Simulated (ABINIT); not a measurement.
Entries from a set of simulations; values are calculated unless marked as measured.

## A GW chain in ABINIT: AlN (P6_3mc)

The structure is hexagonal, space group P6_3mc (No. 186). Conventional cell: a = 3.113 Å, b = 3.113 Å, c = 4.981 Å, α = 90.00°, β = 90.00°, γ = 120.00°. Nearest to Al lie 4 N at 1.89 Å. Nearest to N lie 4 Al at 1.89 Å. Farther neighbours, and contacts between anions beyond the nearest, are not listed.

| Item | Value |
| --- | --- |
| method | RPA screening on LDA, plane waves, norm-conserving pseudopotentials (and 2 further levels or steps) |
| program | ABINIT 10.8.3 |
| settings | cutoff 36 Ha, PseudoDojo scalar-relativistic 0.4.1 standard, norm-conserving, ngkpt (3, 3, 2), nband 39, ecuteps 4 Ha, inclvkb 2, shiftk (0, 0, 0), symchi 1, awtr 1, frequency ppm, 3×3×2 k-mesh |
| cost | 5 runs, 53 s in all on 4 MPI ranks of Arm Neoverse N1, shared host |
| notes | The database entry behind the starting cell differs from other determinations of this structure. The program’s warnings: nkpt*nsppol () is not a multiple of nproc spkpt (). The cell and positions come from the Crystallography Open Database and are kept as given unless a step says otherwise. The 3×3×2 mesh is coarse for this cell, which bears on the long-range parts of exchange and screening. |
| LDA gap | 4.26 eV, direct |
| G0W0 gap on the mesh | 5.57 eV |
| GW settings | 3×3×2 mesh, 39 bands, screening to 108.8 eV, Godby-Needs plasmon pole |
| known limits | short of the basis limit; coarse k mesh |

G0W0 moves the gap on the mesh from 4.26 eV to 5.57 eV (+1.31 eV), with Z of 0.80 and 0.82 at the edges. Local fields lower the RPA ε∞ on this mesh from 5.45 to 5.00; a Γ-centred mesh this coarse tends to raise both, most where the direct gap is narrow, while a short band sum lowers them.

[Paths, hosts, dates, memory and timing lines, banners, echoed tables and standing remarks are left out of the program output; an Ansatz launch command may be rebuilt from the run's recorded settings. Measured values are a selection of at most five: reports struck by readers or far from the other reports are left out. None is set beside runs whose start may be inverted or whose files or cutoffs have a known fault.]

[Runs of the session that timed out or met a known fault of the program may be left out.]

[Hosts, paths, dates, database ids (printed as entryN), source tags and the programs' standing remarks are cut or masked in the printed files.]

[G0W0 gaps are taken among the corrected bands and points alone; a level outside them can change the order at an edge.]

[Where Ansatz stands beside ABINIT at settings called matched, ABINIT's density can come from a denser mesh and the files from another edition; pairs whose starting gaps differed by over 0.03 eV were left out, so agreement reads better than it is.]
